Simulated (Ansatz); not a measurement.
An input for Ansatz 0.2.0 (Rb2CoAgF6 (Fm-3m)):

```yaml
crystal:
  lattice:
    - [0.0, 4.3018226235, 4.3018226235]
    - [4.3018226235, 0.0, 4.3018226235]
    - [4.3018226235, 4.3018226235, 0.0]
  atoms:
    - { symbol: Rb, position: [0.25, 0.25, 0.25] }
    - { symbol: Rb, position: [0.75, 0.75, 0.75] }
    - { symbol: Co, position: [0.0, 0.0, 0.0] }
    - { symbol: Ag, position: [0.5, 0.5, 0.5] }
    - { symbol: F, position: [0.220346, 0.220346, 0.779654] }
    - { symbol: F, position: [0.220346, 0.779654, 0.779654] }
    - { symbol: F, position: [0.779654, 0.779654, 0.220346] }
    - { symbol: F, position: [0.220346, 0.779654, 0.220346] }
    - { symbol: F, position: [0.779654, 0.220346, 0.779654] }
    - { symbol: F, position: [0.779654, 0.220346, 0.220346] }
kpoints:
  mp_grid: { grid: [6, 6, 6] }
hamiltonian:
  xc: pbe
  pseudopotentials: { kind: paw, azcp: { folder: soft_1 } }
scf:
  occupations: { method: fixed }
  n_extra_bands: 109
output:
  optics: { e_range: [0, 25], de: 0.1, sigma: 0.2 }
```

```sh
ansatz run input.yaml --threads 2 --pin off --max-ram 92160MiB --backend cuda --events-out ev --progress --plain --runs-dir out --devices 1 --max-vram 13GiB
```

Question: Estimate wall time and host memory on 1 × NVIDIA H100 80GB HBM3 (shared by 6 runs) with 2 threads of AMD EPYC 7R13 (Zen 3), shared host.

It took 32 s; on shared hardware allow 16 s to 64 s. Peak host memory was 1.9 GiB.

[Paths, hosts, dates, memory and timing lines, banners, echoed tables and standing remarks are left out of the program output.]

[Logs are printed without paths, hosts, clocks, repeated set-up lines and the standing remarks that a program may print on its own settings, such as how far it seeks lower states.]

[Runs of the session that timed out or met a known fault of the program may be left out.]

[Cells called generated may have been cut or substituted from an entry of the Crystallography Open Database or the Materials Project.]

[Hosts, paths, dates, database ids (printed as entryN), source tags and the programs' standing remarks are cut or masked in the printed files.]
